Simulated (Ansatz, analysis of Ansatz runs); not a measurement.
# MgH2 (Pbcn), nudged elastic band: V_H hop (2.6 Å) (q = +1)

Wanted: path and barrier of a jump of H in MgH2 (Pbcn) at charge +1. The case: V_H hop (2.6 Å), in a cell of 192 host atoms with 1 H taken out.

Main program and level: Ansatz 0.2.0; plane-wave PAW DFT, PBEsol; nudged elastic band between two relaxed defect structures at fixed charge in a uniform background.

### Step 1. Starting point

The cell holds 191 atoms: 64 Mg and 127 H. Its edges and angles: a = 14.567 Å, b = 13.265 Å, c = 14.018 Å, α = 64.5°, β = 55.3°, γ = 60.3°. It derives from MgH2 (space group Pbcn). Nearest the centre at fractional (0.590, 0.285, 0.464): H118 at 1.32 Å, Mg97 at 1.49 Å, H111 at 2.23 Å, H34 at 2.23 Å, Mg30 at 2.47 Å, Mg101 at 2.47 Å, Mg104 at 2.54 Å, H115 at 2.54 Å. The cell carries charge +1.

The cell's shortest repeat is 13.3 Å.

### Step 2. Relaxation of the start point, charge +1

The ends come first: from an unrelaxed start the top is counted from too high an energy, and the barrier comes out too low. Small random displacements break the symmetry of the ideal sites, so that the defect can distort if it gains by it. The charge of +1 is set by the electron count, and a uniform background keeps the cell neutral.

File qp1_c192k1s.start/input.yaml:

```yaml
crystal:
  lattice:
    - [0.0, 10.78733868, 9.78929187]
    - [8.95206104, 0.0, 9.78929187]
    - [8.95206104, 10.78733868, 0.0]
  atoms:
    - { symbol: Mg, position: [0.02011704, 0.35488296, 0.39511704] }
    - { symbol: Mg, position: [0.27011704, 0.10488296, 0.14511704] }
[... 1 atom line left out ...]
    - { symbol: Mg, position: [0.47988296, 0.14511704, 0.35488296] }
[... 7 atom lines left out ...]
    - { symbol: H, position: [0.48874419, 0.30070569, 0.31429225] }
[... 9 atom lines left out ...]
    - { symbol: H, position: [0.26125581, 0.44929431, 0.43570775] }
[... 4 atom lines left out ...]
    - { symbol: Mg, position: [0.22988296, 0.39511704, 0.60488296] }
    - { symbol: Mg, position: [0.47988296, 0.14511704, 0.85488296] }
[... 1 atom line left out ...]
    - { symbol: Mg, position: [0.47988296, 0.14511704, 0.60488296] }
[... 3 atom lines left out ...]
    - { symbol: H, position: [0.39625787, 0.31429225, 0.55070569] }
[... 1 atom line left out ...]
    - { symbol: H, position: [0.48874419, 0.30070569, 0.81429225] }
[... 3 atom lines left out ...]
    - { symbol: H, position: [0.42570569, 0.11374419, 0.52125787] }
[... 1 atom line left out ...]
    - { symbol: H, position: [0.32429431, 0.13625581, 0.72874213] }
[... 5 atom lines left out ...]
    - { symbol: H, position: [0.35374213, 0.43570775, 0.69929431] }
[... 3 atom lines left out ...]
    - { symbol: Mg, position: [0.47988296, 0.64511704, 0.35488296] }
[... 9 atom lines left out ...]
    - { symbol: H, position: [0.43929225, 0.52125787, 0.36374419] }
[... 11 atom lines left out ...]
    - { symbol: Mg, position: [0.27011704, 0.60488296, 0.64511704] }
[... 8 atom lines left out ...]
    - { symbol: H, position: [0.23874419, 0.55070569, 0.56429225] }
[... 4 atom lines left out ...]
    - { symbol: H, position: [0.42570569, 0.61374419, 0.52125787] }
[... 8 atom lines left out ...]
    - { symbol: Mg, position: [0.52011704, 0.35488296, 0.39511704] }
    - { symbol: Mg, position: [0.77011704, 0.10488296, 0.14511704] }
    - { symbol: Mg, position: [0.72988296, 0.39511704, 0.10488296] }
    - { symbol: Mg, position: [0.97988296, 0.14511704, 0.35488296] }
    - { symbol: Mg, position: [0.72988296, 0.39511704, 0.35488296] }
[... 2 atom lines left out ...]
    - { symbol: Mg, position: [0.77011704, 0.10488296, 0.39511704] }
    - { symbol: H, position: [0.64625787, 0.06429225, 0.30070569] }
[... 3 atom lines left out ...]
    - { symbol: H, position: [0.68929225, 0.27125787, 0.11374419] }
    - { symbol: H, position: [0.93929225, 0.02125787, 0.36374419] }
    - { symbol: H, position: [0.67570569, 0.36374419, 0.27125787] }
[... 1 atom line left out ...]
    - { symbol: H, position: [0.82429431, 0.13625581, 0.22874213] }
    - { symbol: H, position: [0.56070775, 0.47874213, 0.13625581] }
    - { symbol: H, position: [0.81070775, 0.22874213, 0.38625581] }
[... 1 atom line left out ...]
    - { symbol: H, position: [0.76125581, 0.44929431, 0.43570775] }
    - { symbol: H, position: [0.60374213, 0.18570775, 0.44929431] }
    - { symbol: H, position: [0.85374213, 0.43570775, 0.19929431] }
[... 1 atom line left out ...]
    - { symbol: Mg, position: [0.77011704, 0.10488296, 0.64511704] }
    - { symbol: Mg, position: [0.72988296, 0.39511704, 0.60488296] }
[... 3 atom lines left out ...]
    - { symbol: Mg, position: [0.52011704, 0.35488296, 0.64511704] }
[... 1 atom line left out ...]
    - { symbol: H, position: [0.64625787, 0.06429225, 0.80070569] }
[... 1 atom line left out ...]
    - { symbol: H, position: [0.73874419, 0.05070569, 0.56429225] }
[... 1 atom line left out ...]
    - { symbol: H, position: [0.68929225, 0.27125787, 0.61374419] }
[... 2 atom lines left out ...]
    - { symbol: H, position: [0.92570569, 0.11374419, 0.52125787] }
[... 2 atom lines left out ...]
    - { symbol: H, position: [0.56070775, 0.47874213, 0.63625581] }
[... 1 atom line left out ...]
    - { symbol: H, position: [0.51125581, 0.19929431, 0.68570775] }
[... 11 atom lines left out ...]
    - { symbol: H, position: [0.64625787, 0.56429225, 0.30070569] }
[... 12 atom lines left out ...]
    - { symbol: H, position: [0.76125581, 0.94929431, 0.43570775] }
[... 4 atom lines left out ...]
    - { symbol: Mg, position: [0.72988296, 0.89511704, 0.60488296] }
[... 15 atom lines left out ...]
    - { symbol: H, position: [0.56070775, 0.97874213, 0.63625581] }
[... 4 atom lines left out ...]
    - { symbol: H, position: [0.85374213, 0.93570775, 0.69929431] }
total_charge: 1
basis:
  ecutwfc: 420
  xc_grid: 2
hamiltonian:
  xc: pbesol
kpoints:
  mp_grid: { grid: [1, 1, 1], shift: [0.25, 0.25, 0.25] }
scf:
  occupations: { method: fixed }
  max_iter: 120
output:
  forces: true
relax:
  f_tol: 0.02
  max_steps: 70
  random_displacement: { amplitude: 0.03, seed: 9898 }
```

Command:

```bash
$ ansatz run input.yaml --threads 32 --pin off --max-ram 84787MiB --backend cuda --events-out ev --progress --plain --runs-dir out --max-vram 78GiB
```

Numbers of over 12 decimals in the logs are rounded to 6 here.

Output:

```text
[... repeated set-up lines and file paths are left out, and long positions are rounded to six places ...]
The last accepted step is kept in <dir> (removed where the run ends without a failure and the disk answers)
Engine: ansatz 0.2.0, aarch64-unknown-linux-gnu
Pseudopotentials: kind: paw
Pseudopotential: Mg, paw, valence charge 10, recommended cutoff 420 eV (normal), Mg.paw.azcp
Pseudopotential: H, paw, valence charge 1, recommended cutoff 420 eV (normal), H.paw.azcp
Functional definition: PBEsol
  exchange = pbesol_x
  correlation = pbesol_c
[...]
Crystal: 191 atoms, lattice volume = 1890.683 Å³
Basis set: ecut = 420 eV, 36997 PW (Γ), exchange–correlation on 200×180×192 points (8 copies of the dense FFT grid, shifted against one another)
Bands: 574, of which v1, the nominal top of the filled ones, is band 383 counted from 1 (382 counted from 0)
Symmetry: 1 space group operations
k-points: 1
Non-local potential: Mg, projectors of the file, l = 0: 3, l = 1: 2, l = 2: 1
Non-local potential: H, projectors of the file, l = 0: 2, l = 1: 1
PAW form: soft (Blöchl's): semilocal exchange-correlation on the pseudo side does not see the compensation charge
PAW frozen core: Mg, regenerated for the run's functional, and the local potential with it (the file was generated under x = pbe(κ = 0.804, μ = 0.219515), c = pbe(β = 0.066725))
PAW one-centre angular grid: Mg, 110 points (default); XC on 64 Gauss nodes
PAW one-centre angular grid: H, 110 points (default); XC on 64 Gauss nodes
Initial density: superposition of atomic densities (neutral atoms scaled as one to the charged cell's electrons: chi_scale 0, normalization atom), corrected by the library's trained network
Initial wavefunctions: pseudopotential atomic-orbital guess
[...]
Functional: x = pbesol(κ = 0.804, μ = 0.123457), c = pbesol(β = 0.046)
SCF iter   1: F=—  HF=-124396.474185 eV  |F-HF|=—  |Δ(HF+E_count)|=         —  Δρ=7.72e-3  dr2=1.54e0  ethr=1.77e-3  ⟨swp⟩=4.0  Hψ=1567  notcnv=0  defer=188
preconditioner: auto → Resta (q_TF=auto, 2.347 Å⁻¹)  ε∞=2.5  [insulator: Δε(μ)=1.945 eV  Ē_g=11.019 eV  n_scr=416 (ndim 8)  ℏωp=13.6 eV  f_vac=0.000  ε∞_Penn≈2.5]
SCF iter   2: F=—  HF=-124396.067481 eV  |F-HF|=—  |Δ(HF+E_count)|=   4.07e-1  Δρ=3.81e-3  dr2=3.21e-1  ethr=2.01e-4  ⟨swp⟩=3.0  Hψ=586  notcnv=0  defer=189
SCF iter   3: F=—  HF=-124395.972413 eV  |F-HF|=—  |Δ(HF+E_count)|=   9.51e-2  Δρ=4.94e-4  dr2=6.34e-3  ethr=4.19e-5  ⟨swp⟩=4.0  Hψ=711  notcnv=0  defer=118
automatic band count: iteration 3 solves 503 bands in place of 574: the levels show a gap, and the empty bands left out lie too high to hold charge; the band table lists the bands solved (type scf.n_extra_bands for more)
SCF iter   4: F=—  HF=-124395.974380 eV  |F-HF|=—  |Δ(HF+E_count)|=   1.97e-3  Δρ=1.31e-4  dr2=4.55e-4  ethr=8.27e-7  ⟨swp⟩=2.0  Hψ=824  notcnv=0  defer=118
[...]
SCF iter   6: F=-124395.974499 eV  HF=-124395.974499 eV  |F-HF|=1.51e-8  |Δ(HF+E_count)|=   1.47e-7  Δρ=5.94e-6  dr2=7.17e-7  ethr=1.31e-9  ⟨swp⟩=3.0  Hψ=1273  notcnv=0
SCF 1 converged in 6 iterations: F = -124395.974499 eV  dr2 = 7.17e-7
  greatest PAW one-centre occupation: 1.000 electrons in one spin orbital (limit 2), on the Mg atom at site 51 (counted from 0), in its partial waves of l = 0
relax step   1: F+E_penalty+E_count = -124395.97449912 eV  Δ(F+E_penalty+E_count) = +0.000e0 eV  max|allowed force component| = 1.122e0 eV/Å  Δτ_max = 0.0000 Å  (6 SCF iters, dr2 threshold 1.00e-5 eV, accepted)
[... the SCF cycles and remarks between the steps are left out from here to the last step ...]
relax step   2: F+E_penalty+E_count = -124397.03882393 eV  Δ(F+E_penalty+E_count) = -1.064e0 eV  max|allowed force component| = 2.561e-1 eV/Å  Δτ_max = 0.1949 Å  (5 SCF iters, dr2 threshold 7.87e-5 eV, accepted)
relax step   3: F+E_penalty+E_count = -124397.27565277 eV  Δ(F+E_penalty+E_count) = -2.368e-1 eV  max|allowed force component| = 4.699e-2 eV/Å  Δτ_max = 0.1769 Å  (6 SCF iters, dr2 threshold 4.10e-6 eV, accepted)
[...]
SCF 4 converged in 6 iterations: F = -124397.286345 eV  dr2 = 9.68e-9
relax step   4: F+E_penalty+E_count = -124397.28634533 eV  Δ(F+E_penalty+E_count) = -1.069e-2 eV  max|allowed force component| = 7.894e-3 eV/Å  Δτ_max = 0.0554 Å  (6 SCF iters, accepted)
SCF converged after 6 iterations
[...]
- { symbol: H, position: [0.674243, 0.363274, 0.771211] }
    - { symbol: H, position: [0.922717, 0.115685, 0.521710] }
    - { symbol: H, position: [0.576545, 0.387991, 0.977895] }
    - { symbol: H, position: [0.821382, 0.139047, 0.728423] }
    - { symbol: H, position: [0.558946, 0.479038, 0.636368] }
    - { symbol: H, position: [0.810334, 0.228937, 0.886495] }
    - { symbol: H, position: [0.509979, 0.202347, 0.688734] }
    - { symbol: H, position: [0.758704, 0.449707, 0.937523] }
    - { symbol: H, position: [0.603403, 0.185324, 0.951742] }
    - { symbol: H, position: [0.854003, 0.435902, 0.696871] }
    - { symbol: Mg, position: [0.520263, 0.854422, 0.394807] }
    - { symbol: Mg, position: [0.770454, 0.609536, 0.140023] }
    - { symbol: Mg, position: [0.730148, 0.895789, 0.104782] }
    - { symbol: Mg, position: [0.980229, 0.644867, 0.354925] }
    - { symbol: Mg, position: [0.729826, 0.895078, 0.355385] }
    - { symbol: Mg, position: [0.980655, 0.644906, 0.104471] }
    - { symbol: Mg, position: [0.519565, 0.855590, 0.144592] }
    - { symbol: Mg, position: [0.769518, 0.606691, 0.394279] }
    - { symbol: H, position: [0.650746, 0.559761, 0.300635] }
    - { symbol: H, position: [0.896420, 0.814426, 0.050936] }
    - { symbol: H, position: [0.736722, 0.549951, 0.066053] }
    - { symbol: H, position: [0.988217, 0.800673, 0.314534] }
    - { symbol: H, position: [0.688596, 0.773468, 0.112508] }
    - { symbol: H, position: [0.938148, 0.521625, 0.363988] }
    - { symbol: H, position: [0.675970, 0.863322, 0.271494] }
    - { symbol: H, position: [0.926583, 0.615174, 0.019655] }
    - { symbol: H, position: [0.573171, 0.887414, 0.478586] }
    - { symbol: H, position: [0.824973, 0.634128, 0.228109] }
    - { symbol: H, position: [0.560644, 0.977593, 0.137601] }
    - { symbol: H, position: [0.810204, 0.728727, 0.387125] }
    - { symbol: H, position: [0.513106, 0.697756, 0.185925] }
    - { symbol: H, position: [0.759798, 0.950758, 0.436285] }
    - { symbol: H, position: [0.603087, 0.684844, 0.448302] }
    - { symbol: H, position: [0.853419, 0.936663, 0.200403] }
    - { symbol: Mg, position: [0.520207, 0.853190, 0.895720] }
    - { symbol: Mg, position: [0.769485, 0.605903, 0.644058] }
    - { symbol: Mg, position: [0.729548, 0.895593, 0.605415] }
    - { symbol: Mg, position: [0.980465, 0.645362, 0.853849] }
    - { symbol: Mg, position: [0.730356, 0.894379, 0.855196] }
    - { symbol: Mg, position: [0.979249, 0.645383, 0.604904] }
    - { symbol: Mg, position: [0.520000, 0.856009, 0.645160] }
    - { symbol: Mg, position: [0.770112, 0.604487, 0.894814] }
    - { symbol: H, position: [0.646632, 0.564059, 0.799747] }
    - { symbol: H, position: [0.895964, 0.814976, 0.550532] }
    - { symbol: H, position: [0.736759, 0.551001, 0.563999] }
    - { symbol: H, position: [0.988444, 0.801031, 0.814010] }
    - { symbol: H, position: [0.688922, 0.772535, 0.613153] }
    - { symbol: H, position: [0.938820, 0.521198, 0.864199] }
    - { symbol: H, position: [0.675233, 0.863684, 0.771820] }
    - { symbol: H, position: [0.925238, 0.613700, 0.521287] }
    - { symbol: H, position: [0.573411, 0.887853, 0.978221] }
    - { symbol: H, position: [0.823939, 0.635952, 0.728677] }
    - { symbol: H, position: [0.560423, 0.981281, 0.635141] }
    - { symbol: H, position: [0.810045, 0.727826, 0.887832] }
    - { symbol: H, position: [0.511521, 0.699918, 0.685277] }
    - { symbol: H, position: [0.760979, 0.949669, 0.935688] }
    - { symbol: H, position: [0.603663, 0.684477, 0.950554] }
    - { symbol: H, position: [0.852669, 0.936404, 0.699302] }
```

Elapsed: 3.5 s, on 1 × NVIDIA GB200 with 32 threads of Arm Neoverse V2, shared host; peak memory 1.4 GiB.

Relaxation path:

```
step  energy less that of the first step (eV)  largest force component (eV/Å)
   1                                   0.0000                          1.1224
   2                                  -1.0643                          0.2561
   3                                  -1.3012                          0.0470
   4                                  -1.3118                          0.0079
```

The atoms that moved most (Å, from the sites as typed, ahead of the random displacement, the mean shift of all atoms taken out):

```
 atom      dx      dy      dz  length
Mg126   0.237   0.202  -0.117   0.333
Mg101  -0.186   0.065   0.234   0.305
 Mg97  -0.113  -0.208  -0.075   0.248
  H36   0.072   0.132  -0.101   0.182
 H119  -0.112  -0.066   0.119   0.176
 H118   0.110   0.016   0.107   0.154
  H12  -0.078  -0.074  -0.084   0.137
 H111   0.111   0.051  -0.012   0.122
```

Neighbours of H118 at the end:

```
 atom  distance (Å)
Mg104         1.920
 Mg30         1.954
 Mg97         2.002
  H34         2.421
 H111         2.580
 H130         2.675
  H40         2.760
 H115         2.808
 H140         2.813
  H12         2.818
```

Read from the output:

| Item | Value |
| --- | --- |
| free energy | -124397.2863 eV |
| r.m.s. move of the farther half of the atoms | 0.01711 Å |
| largest move from the ideal geometry of this structure, a common shift of the far atoms taken out | 0.3343 Å |

The relaxation gained 1.312 eV and ended with a largest force component of 0.0079 eV/Å.

### Step 3. Relaxation of the end point, charge +1

The end point is relaxed in the same cell and settings, so that the two energies compare. Atoms more than 3.2 Å from the middle of the hop start where the first relaxation left them, the nearer ones on or close to their ideal places, with small random displacements.

File qp1_c192k1s.end/input.yaml:

```yaml
crystal:
  lattice:
    - [0.0, 10.78733868, 9.78929187]
    - [8.95206104, 0.0, 9.78929187]
    - [8.95206104, 10.78733868, 0.0]
  atoms:
    - { symbol: Mg, position: [0.01972122, 0.35565514, 0.39436466] }
    - { symbol: Mg, position: [0.26990653, 0.10323876, 0.14657759] }
[... 27 atom lines left out ...]
    - { symbol: Mg, position: [0.47988296, 0.14511704, 0.60488296] }
[... 3 atom lines left out ...]
    - { symbol: H, position: [0.39625787, 0.31429225, 0.55070569] }
[... 62 atom lines left out ...]
    - { symbol: Mg, position: [0.52011704, 0.35488296, 0.39511704] }
[... 3 atom lines left out ...]
    - { symbol: Mg, position: [0.72988296, 0.39511704, 0.35488296] }
[... 2 atom lines left out ...]
    - { symbol: Mg, position: [0.77011704, 0.10488296, 0.39511704] }
[... 6 atom lines left out ...]
    - { symbol: H, position: [0.67570569, 0.36374419, 0.27125787] }
[... 3 atom lines left out ...]
    - { symbol: H, position: [0.81070775, 0.22874213, 0.38625581] }
[... 2 atom lines left out ...]
    - { symbol: H, position: [0.575263, 0.384643, 0.479203] }
[... 7 atom lines left out ...]
    - { symbol: Mg, position: [0.52011704, 0.35488296, 0.64511704] }
[... 3 atom lines left out ...]
    - { symbol: H, position: [0.73874419, 0.05070569, 0.56429225] }
[... 1 atom line left out ...]
    - { symbol: H, position: [0.68929225, 0.27125787, 0.61374419] }
[... 7 atom lines left out ...]
    - { symbol: H, position: [0.51125581, 0.19929431, 0.68570775] }
[... 50 atom lines left out ...]
    - { symbol: H, position: [0.85276336, 0.93644856, 0.69923802] }
total_charge: 1
basis:
  ecutwfc: 420
  xc_grid: 2
hamiltonian:
  xc: pbesol
kpoints:
  mp_grid: { grid: [1, 1, 1], shift: [0.25, 0.25, 0.25] }
scf:
  occupations: { method: fixed }
  max_iter: 120
output:
  forces: true
relax:
  f_tol: 0.02
  max_steps: 70
  random_displacement: { amplitude: 0.01, seed: 9898 }
```

Output:

```text
[...]
Crystal: 191 atoms, lattice volume = 1890.683 Å³
Basis set: ecut = 420 eV, 36997 PW (Γ), exchange–correlation on 200×180×192 points (8 copies of the dense FFT grid, shifted against one another)
Bands: 574, of which v1, the nominal top of the filled ones, is band 383 counted from 1 (382 counted from 0)
Symmetry: 1 space group operations
k-points: 1
[...]
SCF iter   1: F=—  HF=-124396.758606 eV  |F-HF|=—  |Δ(HF+E_count)|=         —  Δρ=7.65e-3  dr2=1.32e0  ethr=1.77e-3  ⟨swp⟩=4.0  Hψ=1567  notcnv=0  defer=188
[...]
SCF iter   4: F=—  HF=-124396.322974 eV  |F-HF|=—  |Δ(HF+E_count)|=   1.90e-3  Δρ=1.25e-4  dr2=4.20e-4  ethr=6.34e-7  ⟨swp⟩=2.0  Hψ=824  notcnv=0  defer=118
[...]
SCF iter   6: F=-124396.323095 eV  HF=-124396.323095 eV  |F-HF|=5.01e-8  |Δ(HF+E_count)|=   6.13e-7  Δρ=5.52e-6  dr2=6.30e-7  ethr=1.19e-9  ⟨swp⟩=3.0  Hψ=1273  notcnv=0
[...]
- { symbol: H, position: [0.810076, 0.228971, 0.886564] }
    - { symbol: H, position: [0.513857, 0.197478, 0.683897] }
    - { symbol: H, position: [0.759223, 0.449825, 0.936897] }
[...]
- { symbol: Mg, position: [0.519617, 0.855574, 0.395548] }
    - { symbol: Mg, position: [0.768865, 0.604022, 0.146290] }
    - { symbol: Mg, position: [0.729810, 0.894789, 0.104191] }
    - { symbol: Mg, position: [0.979800, 0.645036, 0.355243] }
    - { symbol: Mg, position: [0.729570, 0.894061, 0.354792] }
    - { symbol: Mg, position: [0.979363, 0.644992, 0.105148] }
    - { symbol: Mg, position: [0.520391, 0.856759, 0.142657] }
    - { symbol: Mg, position: [0.769923, 0.603838, 0.395266] }
[...]
- { symbol: Mg, position: [0.730234, 0.895653, 0.853402] }
    - { symbol: Mg, position: [0.977148, 0.644912, 0.607752] }
    - { symbol: Mg, position: [0.518916, 0.854577, 0.644787] }
    - { symbol: Mg, position: [0.768952, 0.605186, 0.895671] }
[...]
- { symbol: H, position: [0.511616, 0.699054, 0.685498] }
    - { symbol: H, position: [0.760880, 0.949801, 0.934847] }
    - { symbol: H, position: [0.602853, 0.686296, 0.949785] }
    - { symbol: H, position: [0.853212, 0.936126, 0.696754] }
[key lines of the parts left out:]
SCF converged after 6 iterations
```

It took 3 s on 1 × NVIDIA GB200 with 32 threads; peak memory 1.5 GiB.

Step by step:

```
step  energy less that of the first step (eV)  largest force component (eV/Å)
   1                                   0.0000                          1.2042
   2                                  -0.7794                          0.2193
   3                                  -0.9512                          0.0677
   4                                  -0.9636                          0.0060
```

The atoms that moved most (Å, from the sites as typed, ahead of the random displacement):

```
 atom      dx      dy      dz  length
Mg104  -0.240   0.203   0.115   0.335
 Mg30   0.186   0.063  -0.234   0.305
 Mg97   0.111  -0.210   0.078   0.250
 H119   0.097   0.056  -0.161   0.196
  H42   0.095  -0.054  -0.162   0.195
 H110  -0.084   0.141   0.100   0.192
  H36  -0.084  -0.141   0.099   0.192
 H118  -0.106   0.003  -0.106   0.150
```

Neighbours of H118 at the end:

```
 atom  distance (Å)
Mg126         1.920
Mg101         1.954
 Mg97         2.001
 H111         2.422
  H34         2.575
 H132         2.670
 H152         2.764
 H140         2.804
 H115         2.810
  H62         2.822
```

Numbers from this step:

| Quantity | Value |
| --- | --- |
| free energy | -124397.2867 eV |
| r.m.s. move of the farther half of the atoms | 0.01753 Å |
| largest move from the ideal geometry of this structure, a common shift of the far atoms taken out | 0.3362 Å |

The relaxation gained 0.964 eV and ended with a largest force component of 0.0060 eV/Å. The end lies within 1 meV of the start.

(Part 1 of 3 ends here.)

[Logs are printed without paths, hosts, clocks, repeated set-up lines and the standing remarks that a program may print on its own settings, such as how far it seeks lower states.]

[Hosts, paths, dates, database ids (printed as entryN), source tags and the programs' standing remarks are cut or masked in the printed files.]
